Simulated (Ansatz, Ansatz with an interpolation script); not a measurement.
# From a coarse GW mesh to bands everywhere: AcBr3 (P6_3/m), part 2 of 2

Wanted: quasiparticle gap and band widths of AcBr3 (P6_3/m) over the whole zone.

Ansatz 0.2.0; LDA, Wannier functions and G0W0, plane waves, PAW. Known limits of the many-body steps: not at the basis limit; f levels unsure; no spin-orbit coupling.

So far. Step 2 (LDA bands): The gap is direct, at Γ. Step 3 (Wannier functions (Ac:6d Ac:5f Br:4p) on 6×6×8): Near the gap the model misses directly solved bands by 0.1 meV r.m.s. and by 3 meV at most in the window tested. This tests the starting bands, not the corrections carried with them.

The database entry behind the starting cell is an old determination (1948), so it need not match the best structure at ambient conditions.

**4. G0W0 at every point of the mesh: 3×3×4 mesh, 789 empty bands, screening to 120 eV, PAW set soft_1 files**

G0W0 replaces the xc potential by the self-energy, built once from these orbitals. Only a window of levels is corrected, while the sums run over the empty bands that the input names.

This step: G0W0 on LDA, plane waves, PAW; PAW set ansatz+soft_1.

input.yaml reads:

```yaml
crystal:
  lattice:
    - [8.07, 0.0, 0.0]
    - [-4.035, 6.9888250085, 0.0]
    - [0.0, 0.0, 4.69]
  atoms:
    - { symbol: Ac, position: [0.3333333333, 0.6666666667, 0.25] }
    - { symbol: Ac, position: [0.6666666667, 0.3333333333, 0.75] }
    - { symbol: Br, position: [0.375, 0.292, 0.25] }
    - { symbol: Br, position: [0.083, 0.375, 0.75] }
    - { symbol: Br, position: [0.708, 0.083, 0.25] }
    - { symbol: Br, position: [0.625, 0.708, 0.75] }
    - { symbol: Br, position: [0.917, 0.625, 0.25] }
    - { symbol: Br, position: [0.292, 0.917, 0.75] }
kpoints:
  mp_grid: { grid: [3, 3, 4] }
hamiltonian:
  xc: lda
  pseudopotentials: { kind: paw, azcp: { Br: "soft_1/Br.paw.azcp" }, xc_functional: pbe }
scf:
  occupations: { method: fixed }
gw:
  n_empty_bands: 789
  ecut_chi: 120.0
  qp_bands: [v18, c3]
  screening: { model: contour_deformation }
```

The run is started by

```bash
$ ansatz run input.yaml --threads 8 --pin off --max-ram 18432MiB --backend cpu --events-out ev --progress --plain --runs-dir out
```

Numbers of over 12 decimals in the logs are rounded to 6 here.

The program printed:

```text
[...]
Crystal: 8 atoms, lattice volume = 264.515 Å³
Basis set: ecut = 590 eV, 8635 PW (Γ)
Bands: 51, of which v1, the nominal top of the filled ones, is band 42 counted from 1 (41 counted from 0)
Symmetry: 12 space group operations
[...]
k-points: 9 of 36
[...]
SCF iter   1: F=—  HF=-47540.626084 eV  |F-HF|=—  |Δ(HF+E_count)|=         —  Δρ=6.20e-2  dr2=3.49e1  ethr=3.10e-3  ⟨swp⟩=13.1  Hψ=2825  notcnv=0  defer=67
[...]
SCF iter   9: F=-47532.320962 eV  HF=-47532.320962 eV  |F-HF|=3.20e-10  |Δ(HF+E_count)|=   8.46e-9  Δρ=1.01e-6  dr2=3.33e-9  ethr=1.19e-10  ⟨swp⟩=19.6  Hψ=2857  notcnv=0
SCF 1 converged in 9 iterations: F = -47532.320962 eV  dr2 = 3.33e-9
[...]
G₀W₀ screening: q 1/9
[... further progress lines ...]
[...]
SCF converged after 9 iterations
Free energy (F): -47532.320962 eV
[...]
Internal energy: -47532.320962 eV  (E = F + TS)
E sigma→0 (E₀):  -47532.320962 eV
Fermi energy:    4.884162 eV
[...]
--- Band table (eV; the first three rows and the last of 9) ---
  k-point 0: bands = [... 38 lower, 4.2974, 4.8627, 4.8627, 4.8842, 8.6677, 9.3778, 9.4377, 9.4377, ... 5 higher]
  k-point 1: bands = [... 38 lower, 4.1649, 4.2042, 4.5384, 4.5384, 9.1415, 9.4290, 9.4290, 10.1064, ... 5 higher]
  k-point 2: bands = [... 38 lower, 4.4279, 4.4279, 4.4279, 4.4279, 10.1315, 10.1315, 10.1315, 10.1315, ... 5 higher]
  k-point 8: bands = [... 38 lower, 4.5211, 4.5211, 4.5608, 4.5608, 10.1767, 10.1767, 10.2149, 10.2149, ... 5 higher]
--- G₀W₀: contour deformation, 6 samples at zero and on the imaginary axis and 2 off it, 36 q-points, 789 empty bands' worth ---
  eigenvalues of the whole cell's RPA ε∞ on this k-mesh (on a slab, of 1 + 4πα/V) = 3.8843, 3.8843, 4.1594; static W/v taken at q = 0 is 0.250497
  bands read: the sum over 831 bands ends inside a degenerate multiplet in 4 slots, whose members it reads at an even weight; the widest, k=2: bands 829 to 832 (counted from 1) at 3/4 each
    ik  band        ε_KS         Σx   Σc(E_QP)       V_xc       Z   E_QP_lin       E_QP  E_QP is
     0    25      1.7650   -18.1351     2.9164   -14.1277  0.7505     0.6450     0.6741  root
     0    26      2.1500   -17.7108     2.9157   -13.6550  0.7517     0.9771     1.0099  root
     0    27      2.6092   -18.4713     2.7283   -14.6281  0.7626     1.4699     1.4942  root
     0    28      2.6092   -18.4713     2.7283   -14.6281  0.7626     1.4699     1.4942  root
     0    29      2.9856   -18.9932     2.6733   -15.1991  0.7682     1.8427     1.8647  root
     0    30      3.1766   -18.4202     2.4784   -14.8558  0.7710     2.0711     2.0907  root
     0    31      3.1766   -18.4202     2.4784   -14.8558  0.7710     2.0711     2.0907  root
     0    32      3.2787   -18.5393     2.5544   -14.8895  0.7705     2.1628     2.1834  root
     0    33      3.2787   -18.5393     2.5544   -14.8895  0.7705     2.1628     2.1834  root
     0    34      3.3144   -18.7740     2.5284   -15.1547  0.7707     2.2040     2.2236  root
     0    35      3.3144   -18.7740     2.5284   -15.1547  0.7707     2.2040     2.2236  root
     0    36      3.6000   -18.5190     2.3231   -15.1496  0.7763     2.5373     2.5537  root
     0    37      4.0185   -19.2003     2.3577   -15.7880  0.7777     2.9477     2.9639  root
     0    38      4.0185   -19.2003     2.3577   -15.7880  0.7777     2.9477     2.9639  root
[...]
8    41      4.5608   -19.5284     2.2464   -16.2541  0.7817     3.5188     3.5329  root
     8    42      4.5608   -19.5284     2.2464   -16.2541  0.7817     3.5188     3.5329  root
     8    43     10.1767    -7.9950    -4.5542   -13.6853  0.8062    11.3285    11.3127  root
     8    44     10.1767    -7.9950    -4.5542   -13.6853  0.8062    11.3285    11.3127  root
     8    45     10.2149    -7.6778    -4.5550   -13.2274  0.8042    11.2219    11.2094  root
```

The job ended after 22 min (8 threads of Arm Neoverse V1, shared host; peak memory 12 GiB).

This step gave:

| Property | Result |
| --- | --- |
| bands summed | 831 |
| RPA ε∞ on this mesh (eigenvalues) | 3.884, 3.884, 4.159 |
| plane waves in the screening matrix | 759 |
| q-points in the mesh | 36 |
| G0W0 gap on the mesh | 5.592 eV |
| k of the valence top | 0, 0, 0 |
| k of the conduction bottom | 0, 0, 0 |
| starting gap on the mesh | 3.784 eV |
| Z at the valence top | 0.7865 |
| Z at the conduction bottom | 0.8188 |
| least direct G0W0 gap on the computed points | 5.592 eV |

The gap on the mesh goes from 3.78 eV to 5.59 eV, a correction of +1.81 eV. Between the two edge states, bare exchange in place of the xc potential would open the gap by 7.88 eV, and correlation takes back 6.07 eV.

**5. Interpolating the corrections**

A script adds the corrections, carried to the Wannier functions and back, to the LDA levels, along the path and on a 13×13×13 mesh.

| Property | Result |
| --- | --- |
| G0W0 gap over the zone | 5.592 eV |
| valence top at | Γ |
| conduction bottom at | Γ |
| starting gap over the zone | 3.784 eV |
| least direct G0W0 gap | 5.592 eV |
| G0W0 gap on the mesh | 5.592 eV |
| valence width, start | 3.225 eV |
| valence width, G0W0 | 3.354 eV |
| gap by a rigid shift | 5.593 eV |

Levels solved directly plus the interpolated quasiparticle correction. Limits: finite bands, cutoff and mesh; f levels unsure; no spin-orbit coupling. The quasiparticle bands at the labelled points (eV, zero at the valence-band top of each set):

```
    point  band 39  band 40  band 41  band 42  band 43
        Γ    -0.64    -0.03    -0.03     0.00     5.59
  halfway    -0.45    -0.41    -0.18    -0.06     5.87
        M    -0.57    -0.56    -0.36    -0.08     6.09
  halfway    -0.60    -0.45    -0.31    -0.13     6.18
        K    -0.72    -0.32    -0.24    -0.24     6.32
  halfway    -0.59    -0.33    -0.23    -0.08     5.94
        Γ    -0.64    -0.03    -0.03     0.00     5.59
  halfway    -0.77    -0.76    -0.39    -0.39     6.17
        A    -0.50    -0.50    -0.50    -0.50     7.29
  halfway    -0.51    -0.51    -0.42    -0.42     7.17
        L    -0.47    -0.47    -0.28    -0.28     7.04
  halfway    -0.44    -0.44    -0.30    -0.30     7.15
        H    -0.37    -0.37    -0.36    -0.36     7.35
  halfway    -0.48    -0.48    -0.41    -0.41     7.20
        A    -0.50    -0.50    -0.50    -0.50     7.29
jump to L    -0.47    -0.47    -0.28    -0.28     7.04
  halfway    -0.55    -0.41    -0.26    -0.14     6.57
        M    -0.57    -0.56    -0.36    -0.08     6.09
jump to H    -0.37    -0.37    -0.36    -0.36     7.35
  halfway    -0.56    -0.33    -0.25    -0.25     6.66
        K    -0.72    -0.32    -0.24    -0.24     6.32
```

The same for LDA:

```
point  band 39  band 40  band 41  band 42  band 43
    Γ    -0.59    -0.02    -0.02     0.00     3.78
    M    -0.54    -0.53    -0.33    -0.07     4.24
    K    -0.68    -0.32    -0.21    -0.21     4.45
    Γ    -0.59    -0.02    -0.02     0.00     3.78
    A    -0.46    -0.46    -0.46    -0.46     5.25
    L    -0.43    -0.43    -0.26    -0.26     5.02
    H    -0.36    -0.36    -0.32    -0.32     5.29
    A    -0.46    -0.46    -0.46    -0.46     5.25
    L    -0.43    -0.43    -0.26    -0.26     5.02
    M    -0.54    -0.53    -0.33    -0.07     4.24
    H    -0.36    -0.36    -0.32    -0.32     5.29
    K    -0.68    -0.32    -0.21    -0.21     4.45
```

Minima of the lowest conduction band, from levels solved directly at the displaced points, plus the interpolated correction; masses are left empty at degenerate points, on flat bands and where the interpolated correction rules the curvature; G0W0 masses are rough. Conduction valleys, by row:

```
point  k (reciprocal lattice)  valleys in the zone  G0W0 level above the valence top (eV)  LDA level above the valence top (eV)  G0W0 principal masses (m_e)  LDA principal masses (m_e)
    Γ       0.000 0.000 0.000                    1                                  5.592                                 3.784            0.586 0.589 0.623           0.699 0.699 0.747
    M      -0.500 0.000 0.000                    3                                   6.09                                 4.243            0.553 0.647 0.913           0.716 0.886 1.151
```

Second differences of levels solved directly at the displaced points, plus the interpolated correction, at the quasiparticle band edges; no spin-orbit coupling; left empty where the band is flat or the interpolated correction rules the curvature. Effective masses, by row:

```
 carrier  point  Cartesian direction  band  LDA mass (m_e)  G0W0 mass (m_e)
    hole      Γ                  100    42           1.089            1.045
    hole      Γ                  010    42           1.089            1.045
    hole      Γ                  001    42           0.325            0.321
    hole      Γ                  110    42           1.089            1.045
    hole      Γ                  111    42           0.617            0.601
electron      Γ                  100    43           0.698            0.588
electron      Γ                  010    43           0.698            0.585
electron      Γ                  001    43           0.746            0.622
electron      Γ                  110    43           0.698            0.587
electron      Γ                  111    43           0.713            0.596
```

Corrections by starting level (eV, on the run's own energy scale, so only their differences matter):

```
start  correction
-3.12       −1.09
-2.79       −1.10
-2.49       −1.13
-2.28       −1.14
-1.90       −1.12
-1.69       −1.09
-1.45       −1.08
-1.28       −1.10
-1.13       −1.10
-0.84       −1.02
-0.70       −1.03
-0.46       −1.03
-0.32       −1.00
-0.02       −1.00
 3.78       +0.82
 4.61       +0.94
 5.29       +1.14
```

**6. LDA+SOC bands, for comparison**

Spin-orbit coupling can split or shift the edges; a non-collinear run measures by how much.

This step: DFT, LDA with spin-orbit coupling, plane waves, PAW; PAW set ansatz+soft_1.

input.yaml: that of step 4 with these lines changed.

```diff
@@ -16,11 +16,21 @@
   mp_grid: { grid: [3, 3, 4] }
+  band_path:
+    path:
+      - [[0.0, 0.0, 0.0], [0.5, 0.0, 0.0], [0.33333333, 0.33333333, 0.0], [0.0, 0.0, 0.0], [0.0, 0.0, 0.5], [0.5, 0.0, 0.5], [0.33333333, 0.33333333, 0.5], [0.0, 0.0, 0.5]]
+      - [[0.5, 0.0, 0.5], [0.5, 0.0, 0.0]]
+      - [[0.33333333, 0.33333333, 0.5], [0.33333333, 0.33333333, 0.0]]
+    npoints: 10
 hamiltonian:
   xc: lda
-  pseudopotentials: { kind: paw, azcp: { Br: "soft_1/Br.paw.azcp" }, xc_functional: pbe }
+  pseudopotentials:
+    kind: paw_fr
+    azcp: { Br: "soft_1/Br.paw.azcp" }
+    xc_functional: pbe
 scf:
-  occupations: { method: fixed }
-gw:
-  n_empty_bands: 789
-  ecut_chi: 120.0
-  qp_bands: [v18, c3]
-  screening: { model: contour_deformation }
+  occupations: { method: fermi_dirac, width: 0.02 }
+  n_extra_bands: 12
+magnetization:
+  noncollinear: true
+  spin_orbit: true
+output:
+  eigenvalues: true
```

The program printed:

```text
[...]
non-collinear run that drives no moment, with spin-orbit: no starting moment large enough to seed its density (crystal.atoms[].spin), no starting occupations that ask for one, no magnetisation constraint and no magnetic field, so the semilocal B_xc is pinned to zero
Crystal: 8 atoms, lattice volume = 264.515 Å³
Basis set: ecut = 590 eV, 8635 PW (Γ)
Bands: 96, of which v1, the nominal top of the filled ones, is band 84 counted from 1 (83 counted from 0)
Symmetry: 12 space group operations + 12 with time reversal
[...]
k-points: 9 of 36
Projection manifold: j_resolved (fully-relativistic pseudo-atomic orbitals)
[...]
SCF iter   1: F=—  HF=-47553.351932 eV  |F-HF|=—  |Δ(HF+E_count)|=         —  Δρ=5.76e-2  dr2=3.11e1  dr2_m=0.00e0 (ungated)  ethr=3.10e-3  |M|=0.00e0 ∫|m|=0.00e0 μB  |m|>n=0.0e0 m-floor=0.0e0 τ_xc=0.0e0  β_m=0.30  ⟨swp⟩=19.6  Hψ=3437  notcnv=0
[...]
spin=Noncollinear: Resta preconditioning applied to the charge; magnetization (m_x, m_y, m_z) channels mix plain (no charge-response kernel on spin).
SCF iter   2: F=—  HF=-47548.118267 eV  |F-HF|=—  |Δ(HF+E_count)|=    5.23e0  Δρ=2.79e-2  dr2=8.01e0  dr2_m=0.00e0 (ungated)  ethr=3.10e-3  |M|=0.00e0 ∫|m|=0.00e0 μB  |m|>n=0.0e0 m-floor=0.0e0 τ_xc=0.0e0  β_m=0.44  ⟨swp⟩=6.7  Hψ=1059  notcnv=0  defer=60
[...]
SCF iter  10: F=-47545.671539 eV  HF=-47545.671540 eV  |F-HF|=5.57e-8  |Δ(HF+E_count)|=   4.16e-7  Δρ=2.89e-6  dr2=6.64e-8  dr2_m=0.00e0 (ungated)  ethr=1.19e-10  |M|=0.00e0 ∫|m|=0.00e0 μB  |m|>n=0.0e0 m-floor=0.0e0 τ_xc=0.0e0  ⟨swp⟩=18.6  Hψ=2876  notcnv=0
SCF 1 converged in 10 iterations: F = -47545.671539 eV  dr2 = 6.64e-8
[...]
SCF converged after 10 iterations
Magnetization: |M| = 0.0000 μB,  M = (+0.0000, +0.0000, +0.0000) μB
Absolute magnetization: 0.0000 μB (∫|m|)
  site 0: m = (+0.0000, +0.0000, +0.0000) μB, |m| = 0.0000 μB  (R = 1.32 Å)
  site 1: m = (+0.0000, +0.0000, +0.0000) μB, |m| = 0.0000 μB  (R = 1.32 Å)
  site 2: m = (+0.0000, +0.0000, +0.0000) μB, |m| = 0.0000 μB  (R = 1.32 Å)
  site 3: m = (+0.0000, +0.0000, +0.0000) μB, |m| = 0.0000 μB  (R = 1.32 Å)
  site 4: m = (+0.0000, +0.0000, +0.0000) μB, |m| = 0.0000 μB  (R = 1.32 Å)
  site 5: m = (+0.0000, +0.0000, +0.0000) μB, |m| = 0.0000 μB  (R = 1.32 Å)
  site 6: m = (+0.0000, +0.0000, +0.0000) μB, |m| = 0.0000 μB  (R = 1.32 Å)
  site 7: m = (+0.0000, +0.0000, +0.0000) μB, |m| = 0.0000 μB  (R = 1.32 Å)
Free energy (F): -47545.671539 eV
[...]
Internal energy: -47545.671539 eV  (E = F + TS)
E sigma→0 (E₀):  -47545.671539 eV
Fermi energy:    6.893722 eV
[...]
--- Band table (eV; the first three rows and the last of 9) ---
  k-point 0: bands = [... 80 lower, 5.0817, 5.0817, 5.1139, 5.1139, 8.6699, 8.6699, 9.2870, 9.2870, ... 8 higher]
  k-point 1: bands = [... 80 lower, 4.4690, 4.4690, 4.7271, 4.7271, 9.1431, 9.1431, 9.3506, 9.3506, ... 8 higher]
  k-point 2: bands = [... 80 lower, 4.4681, 4.4681, 4.4681, 4.4681, 10.0535, 10.0535, 10.0535, 10.0535, ... 8 higher]
  k-point 8: bands = [... 80 lower, 4.6244, 4.6244, 4.6450, 4.6450, 10.0076, 10.0076, 10.1435, 10.1435, ... 8 higher]
```

It took 3 min on 8 threads; peak memory 7.5 GiB; 23 min of CPU time.

This step gave:

```
filled bands         : 84
gap                  : 3.556 eV
valence top at       : Γ
conduction bottom at : Γ
least direct gap     : 3.556 eV
```

The gap stands −0.23 eV against LDA.

Electronic bands along the path, in eV, zero at the top of the highest nominally filled band:

```
    point  band 81  band 82  band 83  band 84  band 85  band 86  band 87  band 88
        Γ    -0.03    -0.03     0.00     0.00     3.56     3.56     4.17     4.17
  halfway    -0.34    -0.34    -0.11    -0.11     3.79     3.79     4.13     4.13
        M    -0.50    -0.50    -0.22    -0.22     4.00     4.00     4.15     4.15
  halfway    -0.45    -0.45    -0.27    -0.27     4.07     4.07     4.18     4.18
        K    -0.40    -0.40    -0.39    -0.39     4.16     4.16     4.24     4.24
  halfway    -0.40    -0.40    -0.14    -0.14     3.85     3.85     4.17     4.17
        Γ    -0.03    -0.03     0.00     0.00     3.56     3.56     4.17     4.17
  halfway    -0.64    -0.64    -0.39    -0.39     4.03     4.03     4.24     4.24
        A    -0.65    -0.65    -0.65    -0.65     4.94     4.94     4.94     4.94
  halfway    -0.61    -0.61    -0.55    -0.55     4.83     4.83     4.91     4.91
        L    -0.45    -0.45    -0.45    -0.45     4.76     4.76     4.76     4.76
  halfway    -0.48    -0.48    -0.45    -0.45     4.82     4.82     4.87     4.87
        H    -0.49    -0.49    -0.47    -0.47     4.89     4.89     5.03     5.03
  halfway    -0.56    -0.56    -0.54    -0.54     4.86     4.86     4.88     4.88
        A    -0.65    -0.65    -0.65    -0.65     4.94     4.94     4.94     4.94
jump to L    -0.45    -0.45    -0.45    -0.45     4.76     4.76     4.76     4.76
  halfway    -0.36    -0.36    -0.27    -0.27     4.35     4.35     4.43     4.43
        M    -0.50    -0.50    -0.22    -0.22     4.00     4.00     4.15     4.15
jump to H    -0.49    -0.49    -0.47    -0.47     4.89     4.89     5.03     5.03
  halfway    -0.47    -0.47    -0.29    -0.29     4.42     4.42     4.47     4.47
        K    -0.40    -0.40    -0.39    -0.39     4.16     4.16     4.24     4.24
```

**7. What came out**

```
LDA gap                             : 3.78 eV
G0W0 gap over the zone              : 5.59 eV, direct
least direct G0W0 gap, in the model : 5.59 eV
with the spin-orbit change          : 5.36 eV
GW settings                         : 3×3×4 mesh, 789 empty bands, screening to 120 eV, PAW set soft_1 files
known limits                        : not at the basis limit; f levels unsure; no spin-orbit coupling
```

In words: The Wannier model follows the LDA bands to under 1 meV r.m.s. near the gap. The G0W0 gap over the zone is 5.59 eV, direct, from Γ to Γ; on the mesh alone it is 5.59 eV, nearly the same. The valence width in the model goes from 3.22 eV to 3.35 eV. At the band edge the lightest electron mass is 0.70 m_e at the start and 0.58 m_e in G0W0; the G0W0 masses rest on corrections from the 3×3×4 mesh alone and are rough. LDA+SOC gives a gap of 3.56 eV on the same path, a spin-orbit change of −0.23 eV that would bring the G0W0 gap to 5.36 eV. Bands and cutoff are finite, so the gap is not at the basis limit. The miss can reach some tenths of an eV and take either sign; the mesh is an error of its own. Above the frozen window of the model the interpolated levels need not meet the computed ones, even at points of the mesh. The compound holds f electrons or empty f levels, where one-shot G0W0 is unsure.

[Paths, hosts, dates, memory and timing lines, banners, echoed tables and standing remarks are left out of the program output.]

[Logs are printed without paths, hosts, clocks, repeated set-up lines and the standing remarks that a program may print on its own settings, such as how far it seeks lower states.]

[Runs of the session that timed out or met a known fault of the program may be left out.]

[Hosts, paths, dates, database ids (printed as entryN), source tags and the programs' standing remarks are cut or masked in the printed files.]
